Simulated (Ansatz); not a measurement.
Two G0W0 runs on Y4S3N2 (C2/m).

It takes space group C2/m (No. 12, monoclinic). Conventional cell: a = 12.924 Å, b = 3.831 Å, c = 9.850 Å, α = 90.00°, β = 128.38°, γ = 90.00°. Nearest to Y lie 3 N at 2.23 to 2.32 Å and 3 S at 2.88 to 2.92 Å. Y has 1 N at 2.14 Å and 5 S at 2.73 to 3.03 Å nearest. Nearest to S lie 6 Y at 2.80 to 2.88 Å. S has 5 Y at 2.73 to 3.03 Å nearest. Nearest to N lie 4 Y at 2.14 to 2.32 Å. Farther neighbours and most contacts between anions are not listed.

```yaml
crystal:
  lattice:
    - [6.46225, -1.91552, 0.00000]
    - [6.46225, 1.91552, 0.00000]
    - [-6.11508, 0.00000, 7.72185]
  atoms:
    - { symbol: Y, position: [0.76032, 0.76032, 0.64852] }
    - { symbol: Y, position: [0.23968, 0.23968, 0.35148] }
    - { symbol: Y, position: [0.43655, 0.43655, 0.14568] }
    - { symbol: Y, position: [0.56345, 0.56345, 0.85432] }
    - { symbol: S, position: [0.00000, 0.00000, 0.00000] }
    - { symbol: S, position: [0.17442, 0.17442, 0.78434] }
    - { symbol: S, position: [0.82558, 0.82558, 0.21566] }
    - { symbol: N, position: [0.64304, 0.64304, 0.36114] }
    - { symbol: N, position: [0.35696, 0.35696, 0.63886] }
```

The cell and positions are those that the Materials Project relaxed with its own functionals (PBE, PBE+U or r2SCAN), kept fixed.

The first (Ansatz 0.2.0; start PBE, 4×4×2 mesh, 1048 empty bands, screening to 180 eV, plasmon pole, PAW set soft_1 files; 1 × NVIDIA H100 80GB HBM3 (shared by 6 runs) with 2 threads of AMD EPYC 7R13 (Zen 3), shared host) gave, on its mesh: starting gap 1.43 eV, G0W0 gap 2.27 eV, RPA ε∞ (mean) 6.15, 2.7 min.

Q: The second changes start from PBE to r2SCAN and frequency model from plasmon pole to contour deformation. What does it give?

It gave: starting gap 1.73 eV, G0W0 gap 2.46 eV, RPA ε∞ (mean) 5.39, 2.1 min. The G0W0 gap moves by +0.20 eV, +0.30 eV from the start and −0.11 eV from the correction. Σc changes by −0.09 eV at the valence top and −0.004 eV at the conduction bottom, and Σx − Vxc between them by −0.19 eV.

Limits: not at the basis limit; no spin-orbit coupling.

[Paths, hosts, dates, memory and timing lines, banners, echoed tables and standing remarks are left out of the program output.]

[Logs are printed without paths, hosts, clocks, repeated set-up lines and the standing remarks that a program may print on its own settings, such as how far it seeks lower states.]

[Runs of the session that timed out or met a known fault of the program may be left out.]

[Cells called generated may have been cut or substituted from an entry of the Crystallography Open Database or the Materials Project.]

[Hosts, paths, dates, database ids (printed as entryN), source tags and the programs' standing remarks are cut or masked in the printed files.]
